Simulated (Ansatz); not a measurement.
# LiMgBr3 (model cell, started as cubic perovskite with Mg in the octahedra): the cell at rest

Task: relax LiMgBr3 (model cell, started as cubic perovskite with Mg in the octahedra) tightly.

Method: DFT PBEsol, scalar-relativistic, plane waves, PAW; PAW set soft_1, in Ansatz 0.2.0.

The structure was built from a prototype and need not be the compound's stable phase.

## 1. Starting point

Symmetry: Pm-3m, No. 221, cubic system. Conventional cell: a = 5.253 Å, b = 5.253 Å, c = 5.253 Å, α = 90.00°, β = 90.00°, γ = 90.00°. Li has 12 Br at 3.71 Å nearest. Mg has 6 Br at 2.63 Å nearest. Br has 2 Mg at 2.63 Å nearest. Farther neighbours and most contacts between anions are not listed.

As a file:

```cif
data_structure
_symmetry_space_group_name_H-M 'P 1'
_symmetry_Int_Tables_number 1
_cell_length_a 5.2528
_cell_length_b 5.2528
_cell_length_c 5.2528
_cell_angle_alpha 90.000
_cell_angle_beta 90.000
_cell_angle_gamma 90.000
_cell_volume 144.93
loop_
_atom_site_label
_atom_site_type_symbol
_atom_site_fract_x
_atom_site_fract_y
_atom_site_fract_z
_atom_site_occupancy
Li1 Li 0.00000 0.00000 0.00000 1
Mg2 Mg 0.50000 0.50000 0.50000 1
Br3 Br 0.50000 0.50000 0.00000 1
Br4 Br 0.50000 0.00000 0.50000 1
Br5 Br 0.00000 0.50000 0.50000 1
```

## 2. Probe on a coarse mesh

A quick single point on a coarse mesh tells whether the cell has a gap and how far it is from rest, which sets the k mesh and smearing that follow.

input.yaml reads:

```yaml
crystal:
  lattice:
    - [5.2528, 0.0, 0.0]
    - [0.0, 5.2528, 0.0]
    - [0.0, 0.0, 5.2528]
  atoms:
    - { symbol: Li, position: [0.0, 0.0, 0.0] }
    - { symbol: Mg, position: [0.5, 0.5, 0.5] }
    - { symbol: Br, position: [0.5, 0.5, 0.0] }
    - { symbol: Br, position: [0.5, 0.0, 0.5] }
    - { symbol: Br, position: [0.0, 0.5, 0.5] }
kpoints:
  mp_grid: { grid: [4, 4, 4] }
hamiltonian:
  xc: pbesol
  pseudopotentials: { kind: paw, azcp: { folder: soft_1 }, xc_functional: pbe }
scf:
  occupations: { method: gaussian, width: 0.1 }
output:
  forces: true
  stress: true
  eigenvalues: true
```

On the command line:

```console
ansatz run input.yaml --threads 8 --pin off --max-ram 16384MiB --backend cpu --events-out ev --progress --plain --runs-dir out
```

Numbers of over 12 decimals in the logs are rounded to 6 here.

The log of the run:

```text
Engine: ansatz 0.2.0, aarch64-unknown-linux-gnu
Pseudopotentials: kind: paw
Pseudopotential: Li, paw, valence charge 3, recommended cutoff 420 eV (normal), soft_1/Li.paw.azcp
Pseudopotential: Mg, paw, valence charge 10, recommended cutoff 420 eV (normal), soft_1/Mg.paw.azcp
Pseudopotential: Br, paw, valence charge 7, recommended cutoff 420 eV (normal), soft_1/Br.paw.azcp
Functional definition: PBEsol
[...]
P = ⅓ Tr σ = -0.6223 GPa (-6.223 kbar)
--- Band table (eV; the first three rows and the last of 10) ---
  k-point 0: bands = [... 13 lower, 0.9190, 1.1984, 1.1984, 1.1984, 4.5528, 4.7705, 8.6796, 8.6796]
  k-point 1: bands = [... 13 lower, 0.7032, 0.7976, 1.1224, 1.1224, 5.3162, 5.6145, 7.8767, 8.5961]
  k-point 2: bands = [... 13 lower, 0.3921, 0.6840, 1.1169, 1.1169, 6.5387, 6.6429, 6.8776, 8.4013]
  k-point 9: bands = [... 13 lower, 0.6200, 1.7712, 1.7712, 1.7712, 5.4185, 7.5631, 7.5631, 7.5631]
[key lines of the parts left out:]
SCF converged after 7 iterations
Free energy (F): -10330.694058 eV
Fermi energy:    3.164538 eV
```

It took 0.46 s on 8 threads of Arm Neoverse V2, shared host; peak memory 0.44 GiB.

A gap read on the k-mesh alone can miss the band edges.

This step gave:

```yaml
pressure: -0.6223 GPa
gap_on_the_k_mesh: 2.782 eV
volume_per_atom: 28.99 Å³
direct_gap_on_mesh: 3.354 eV
```

The coarse mesh shows a gap of 2.78 eV and a pressure of -0.6 GPa.

## 3. Bringing the structure to rest

Harmonic phonons are second derivatives at a point where the forces vanish, and they are wanted at zero stress, so atoms and cell are relaxed first.

Edit input.yaml of step 2 so:

```diff
@@ -17,3 +17,3 @@
 scf:
-  occupations: { method: gaussian, width: 0.1 }
+  occupations: { method: gaussian, width: 0.02 }
 output:
@@ -22 +22,6 @@
   eigenvalues: true
+relax:
+  adjacent_minimum: "off"
+  f_tol: 0.005
+  max_steps: 80
+  cell: { stress_tol: 0.05 }
```

The log of the run:

```text
[...]
Crystal: 5 atoms, lattice volume = 144.935 Å³
Basis set: ecut = 420 eV, 2897 PW (Γ), exchange–correlation on 72×72×72 points (8 copies of the dense FFT grid, shifted against one another)
Bands: 22, of which v1, the nominal top of the filled ones, is band 17 counted from 1 (16 counted from 0)
Symmetry: 48 space group operations
[...]
k-points: 10 of 64
[...]
SCF iter   1: F=—  HF=-10331.347507 eV  |F-HF|=—  |Δ(HF+E_count)|=         —  Δρ=3.12e-2  dr2=1.62e0  ethr=3.10e-3  ⟨swp⟩=7.0  Hψ=1224  notcnv=0
[...]
SCF iter   7: F=-10330.694058 eV  HF=-10330.694058 eV  |F-HF|=1.53e-7  |Δ(HF+E_count)|=   3.30e-6  Δρ=7.45e-6  dr2=8.64e-8  ethr=2.94e-10  ⟨swp⟩=9.7  Hψ=1358  notcnv=0
SCF 1 converged in 7 iterations: F = -10330.694058 eV  dr2 = 8.64e-8
[...]
relax step   1: F+E_penalty+E_count = -10330.69405788 eV  Δ(F+E_penalty+E_count) = +0.000e0 eV  max|allowed force component| = 2.160e-28 eV/Å  Δτ_max = 0.0000 Å  P = -0.622 GPa  Ω = 144.935 Å³  (7 SCF iters, dr2 threshold 1.00e-7 eV, accepted)
Crystal: 5 atoms, lattice volume = 142.208 Å³
Basis set: ecut = 420 eV, 2801 PW (Γ), exchange–correlation on 72×72×72 points (8 copies of the dense FFT grid, shifted against one another)
[...]
iter 1 solved again at ethr=2.43e-6 eV; its pass at ethr=3.10e-3 eV (dr2=8.27e-4 eV) is discarded
[...]
SCF iter   4: F=-10330.700552 eV  HF=-10330.700552 eV  |F-HF|=2.55e-7  |Δ(HF+E_count)|=   2.14e-6  Δρ=1.29e-5  dr2=2.80e-7  ethr=1.47e-9  ⟨swp⟩=5.1  Hψ=1180  notcnv=0
SCF 2 converged in 4 iterations: F = -10330.700552 eV  dr2 = 2.80e-7
relax step   2: F+E_penalty+E_count = -10330.70055202 eV  Δ(F+E_penalty+E_count) = -6.494e-3 eV  max|allowed force component| = 5.119e-29 eV/Å  Δτ_max = 0.0000 Å  P = -0.114 GPa  Ω = 142.208 Å³  energy of the carried Pulay correction = +1.522e-4 eV  (4 SCF iters, dr2 threshold 5.00e-7 eV, accepted)
Crystal: 5 atoms, lattice volume = 141.611 Å³
Basis set: ecut = 420 eV, 2777 PW (Γ), exchange–correlation on 72×72×72 points (8 copies of the dense FFT grid, shifted against one another)
[...]
SCF iter   4: F=-10330.700791 eV  HF=-10330.700791 eV  |F-HF|=2.64e-8  |Δ(HF+E_count)|=   7.30e-8  Δρ=3.89e-6  dr2=2.40e-8  ethr=9.53e-11  ⟨swp⟩=4.1  Hψ=994  notcnv=0
SCF 3 converged in 4 iterations: F = -10330.700791 eV  dr2 = 2.40e-8
relax step   3: F+E_penalty+E_count = -10330.70079066 eV  Δ(F+E_penalty+E_count) = -2.386e-4 eV  max|allowed force component| = 2.118e-29 eV/Å  Δτ_max = 0.0000 Å  P = +0.004 GPa  Ω = 141.611 Å³  energy of the carried Pulay correction = +1.859e-4 eV  (4 SCF iters, dr2 threshold 3.24e-8 eV, accepted)
[...]
SCF iter   1: F=—  HF=-10330.700600 eV  |F-HF|=—  |Δ(HF+E_count)|=         —  Δρ=1.62e-5  dr2=7.99e-8  ethr=5.79e-7  ⟨swp⟩=3.2  Hψ=1770  notcnv=0
eigensolver tolerance schedule: the retry pair's looser diagonalisation over-reported the residual by 2463.84 of it (diagonalisation noise at 0.85 of the residual, at the tolerance the schedule requests for it); recorded, not acted on — ethr = c·dr2/N_el stays at c = 1.0e-1
[...]
SCF iter   2: F=—  HF=-10330.700612 eV  |F-HF|=—  |Δ(HF+E_count)|=   1.18e-5  Δρ=7.33e-6  dr2=1.97e-8  ethr=2.35e-10  ⟨swp⟩=3.0  Hψ=455  notcnv=0
[...]
SCF iter   5: F=-10330.700612 eV  HF=-10330.700612 eV  |F-HF|=5.46e-12  |Δ(HF+E_count)|=  4.04e-10  Δρ=9.53e-8  dr2=1.93e-11  ethr=1.00e-12  ⟨swp⟩=5.0  Hψ=759  notcnv=0
SCF 4 converged in 5 iterations: F = -10330.700612 eV  dr2 = 1.93e-11
relax step   4: F+E_penalty+E_count = -10330.70061161 eV  Δ(F+E_penalty+E_count) = +1.791e-4 eV  max|allowed force component| = 8.727e-30 eV/Å  Δτ_max = 0.0000 Å  P = +0.005 GPa  Ω = 141.611 Å³  stress off target by 4.57e-3 GPa  SCF on the basis re-selected at this cell (its energy is not comparable with the rows above)  (5 SCF iters)
basis re-selected at this cell: Δ(F+E_penalty+E_count) = +1.791e-4 eV, ΔP = +0.000 GPa vs the last step (what re-selecting the basis moved, of the pressure what is left beyond the Pulay correction that the steps carried, after the strain that the cell walked since its last selection, with what the two solves' SCF thresholds leave and, on support functions, any second-order correction that the steps lacked; it is no m [...]
SCF converged after 5 iterations
Free energy (F): -10330.700612 eV
[...]
Internal energy: -10330.700612 eV  (E = F + TS)
E sigma→0 (E₀):  -10330.700612 eV
Fermi energy:    3.402497 eV
[...]
--- Stress (GPa, compression-positive) ---
        0.004567       0.000000      -0.000000
        0.000000       0.004567      -0.000000
       -0.000000      -0.000000       0.004567
  P = ⅓ Tr σ = 0.0046 GPa (0.046 kbar)
--- Band table (eV; the first three rows and the last of 10) ---
  k-point 0: bands = [... 13 lower, 1.0805, 1.3783, 1.3783, 1.3783, 4.8367, 4.9425, 8.8370, 8.8370, ... 1 higher]
  k-point 1: bands = [... 13 lower, 0.8544, 0.9518, 1.2975, 1.2975, 5.4948, 5.9177, 8.0816, 8.8007, ... 1 higher]
  k-point 2: bands = [... 13 lower, 0.5283, 0.8317, 1.2915, 1.2915, 6.7092, 6.8721, 7.2003, 8.6099, ... 1 higher]
  k-point 9: bands = [... 13 lower, 0.7917, 1.9681, 1.9681, 1.9681, 5.5788, 7.7993, 7.7993, 7.7993, ... 1 higher]
--- Relaxed structure (3 steps of the walk, 3 accepted, 1 SCFs on fresh bases) ---
  F+E_penalty+E_count = -10330.70061161 eV   max|allowed force component| = 8.727e-30 eV/Å   (the final SCF, on the basis selected at the relaxed cell)
  cell:  # Å, volume = 141.6111 Å³
    - [5.212336, 0, 0]
    - [0, 5.212336, 0]
    - [0, 0, 5.212336]
  atoms:
    - { symbol: Li, position: [0, 0, 0] }
    - { symbol: Mg, position: [0.5, 0.5, 0.5] }
    - { symbol: Br, position: [0.5, 0.5, 0] }
    - { symbol: Br, position: [0.5, 0, 0.5] }
    - { symbol: Br, position: [0, 0.5, 0.5] }
```

The job ended after 1.5 s (8 threads; peak memory 0.46 GiB).

The steps of the relaxation:

```csv
step,energy less that of the first step (eV),largest force component (eV/Å),pressure (GPa),volume (Å³)
1,0.0000,0.0000,-0.62,144.93
2,-0.0065,0.0000,-0.11,142.21
3,-0.0067,0.0000,0.00,141.61
4*,-0.0066,0.0000,0.00,141.61
```

Relaxation steps marked * repeat the geometry before them on a plane-wave basis chosen anew for their cell, so energy and pressure can jump there.

The run keeps the 48 symmetry operations that it works with, so distortions that break them were not tested.

```csv
"conventional cell, symmetrised",before,after,change
a (Å),5.253,5.212,-0.8 %
b (Å),5.253,5.212,-0.8 %
c (Å),5.253,5.212,-0.8 %
volume (Å³/atom),28.99,28.32,-2.3 %
```

Final coordinates:

```cif
data_structure
_symmetry_space_group_name_H-M 'P 1'
_symmetry_Int_Tables_number 1
_cell_length_a 5.2123
_cell_length_b 5.2123
_cell_length_c 5.2123
_cell_angle_alpha 90.000
_cell_angle_beta 90.000
_cell_angle_gamma 90.000
_cell_volume 141.61
loop_
_atom_site_label
_atom_site_type_symbol
_atom_site_fract_x
_atom_site_fract_y
_atom_site_fract_z
_atom_site_occupancy
Li1 Li 0.00000 0.00000 0.00000 1
Mg2 Mg 0.50000 0.50000 0.50000 1
Br3 Br 0.50000 0.50000 0.00000 1
Br4 Br 0.50000 0.00000 0.50000 1
Br5 Br 0.00000 0.50000 0.50000 1
```

This step gave:

* pressure: 0.004567 GPa
* gap on the k-mesh: 2.869 eV
* volume per atom: 28.32 Å³
* direct gap on mesh: 3.458 eV

In this step the volume went from 28.99 to 28.32 Å³/atom.

## 4. Relaxing to small forces for the phonons, k-mesh 4×4×4

Phonons need a cell at rest on their own settings, so the relaxation is repeated with tight tolerances on forces and stress, using the mesh and the filling of the phonon run that follows.

input.yaml, the sections that differ from step 3:

```yaml
crystal:
  lattice:
    - [5.2123358958, 0.0, 0.0]
    - [0.0, 5.2123358958, 0.0]
    - [0.0, 0.0, 5.2123358958]
  atoms:
    - { symbol: Li, position: [0.0, 0.0, 0.0] }
    - { symbol: Mg, position: [0.5, 0.5, 0.5] }
    - { symbol: Br, position: [0.5, 0.5, 0.0] }
    - { symbol: Br, position: [0.5, 0.0, 0.5] }
    - { symbol: Br, position: [0.0, 0.5, 0.5] }
scf:
  occupations: { method: fixed }
relax:
  adjacent_minimum: "off"
  f_tol: 0.001
  max_steps: 60
  cell: { stress_tol: 0.01 }
# kpoints, hamiltonian, output: as in step 3
```

The log of the run:

```text
[...]
Crystal: 5 atoms, lattice volume = 141.611 Å³
Basis set: ecut = 420 eV, 2777 PW (Γ), exchange–correlation on 72×72×72 points (8 copies of the dense FFT grid, shifted against one another)
Bands: 22, of which v1, the nominal top of the filled ones, is band 17 counted from 1 (16 counted from 0)
Symmetry: 48 space group operations
[...]
k-points: 10 of 64
[...]
cell:  # Å, volume = 141.6111 Å³
    - [5.2123358958, 0.0, 0.0]
    - [0.0, 5.2123358958, 0.0]
    - [0.0, 0.0, 5.2123358958]
  atoms:
    - { symbol: Li, position: [0.0, 0.0, 0.0] }
    - { symbol: Mg, position: [0.500000, 0.500000, 0.500000] }
    - { symbol: Br, position: [0.500000, 0.500000, 0.0] }
    - { symbol: Br, position: [0.500000, 0.0, 0.500000] }
    - { symbol: Br, position: [0.0, 0.500000, 0.500000] }
[key lines of the parts left out:]
SCF converged after 7 iterations
Free energy (F): -10330.700612 eV
Fermi energy:    1.968105 eV
P = ⅓ Tr σ = 0.0046 GPa (0.046 kbar)
```

Run time: 0.88 s. Hardware: 8 threads; peak memory 0.45 GiB.

Little changed from the start: no atom moved by 0.005 Å and no cell edge by 0.1 %.

This step gave:

| Property | Result |
| --- | --- |
| pressure | 0.004569 GPa |

The forces vanish by symmetry and the pressure is 0.005 GPa, within the tolerances set. The cell now holds 28.32 Å³/atom.

## 5. Tight relaxation, k-mesh 6×6×6

The k mesh is raised to 6×6×6 since a zone-centre run on the first mesh warned that it was too coarse for the force constants, and the cell is relaxed again on it.

Edit input.yaml of step 4 so:

```diff
@@ -12,3 +12,3 @@
 kpoints:
-  mp_grid: { grid: [4, 4, 4] }
+  mp_grid: { grid: [6, 6, 6] }
 hamiltonian:
```

The log of the run:

```text
[...]
Crystal: 5 atoms, lattice volume = 141.611 Å³
Basis set: ecut = 420 eV, 2777 PW (Γ), exchange–correlation on 72×72×72 points (8 copies of the dense FFT grid, shifted against one another)
Bands: 22, of which v1, the nominal top of the filled ones, is band 17 counted from 1 (16 counted from 0)
Symmetry: 48 space group operations
[...]
k-points: 20 of 216
[...]
cell:  # Å, volume = 141.6111 Å³
    - [5.2123358958, 0.0, 0.0]
    - [0.0, 5.2123358958, 0.0]
    - [0.0, 0.0, 5.2123358958]
  atoms:
    - { symbol: Li, position: [0.0, 0.0, 0.0] }
    - { symbol: Mg, position: [0.500000, 0.500000, 0.500000] }
    - { symbol: Br, position: [0.500000, 0.500000, 0.0] }
    - { symbol: Br, position: [0.500000, 0.0, 0.500000] }
    - { symbol: Br, position: [0.0, 0.500000, 0.500000] }
[key lines of the parts left out:]
SCF converged after 7 iterations
Free energy (F): -10330.700962 eV
Fermi energy:    1.967920 eV
P = ⅓ Tr σ = 0.0038 GPa (0.038 kbar)
```

Wall time 1.2 s (8 threads); peak memory 0.49 GiB.

Little changed from the start: no atom moved by 0.005 Å and no cell edge by 0.1 %.

Numbers from this step:

```yaml
pressure: 0.003782 GPa
direct_gap_on_mesh: 3.459 eV
```

The forces vanish by symmetry and the pressure is 0.004 GPa, within the tolerances set. The cell now holds 28.32 Å³/atom.

## 6. Outcome

| Item | Value |
| --- | --- |
| space group after relaxation (within 0.01 Å) | Pm-3m |
| lattice constant a | 5.212 Å |
| lattice constant b | 5.212 Å |
| lattice constant c | 5.212 Å |
| volume per atom | 28.3 Å³ |
| gap on the k-mesh | 2.87 eV |

In words: The forces vanish by symmetry and the pressure is 0.004 GPa, within the tolerances set. The cell now holds 28.32 Å³/atom. The relaxation keeps the symmetry of its start, so it says nothing on stability against lower symmetry. The PAW files were made for PBE and serve the other functionals too. The starting cell was built on a prototype and not taken from a measurement, so the phase need not exist.

[Logs are printed without paths, hosts, clocks, repeated set-up lines and the standing remarks that a program may print on its own settings, such as how far it seeks lower states.]

[Hosts, paths, dates, database ids (printed as entryN), source tags and the programs' standing remarks are cut or masked in the printed files.]
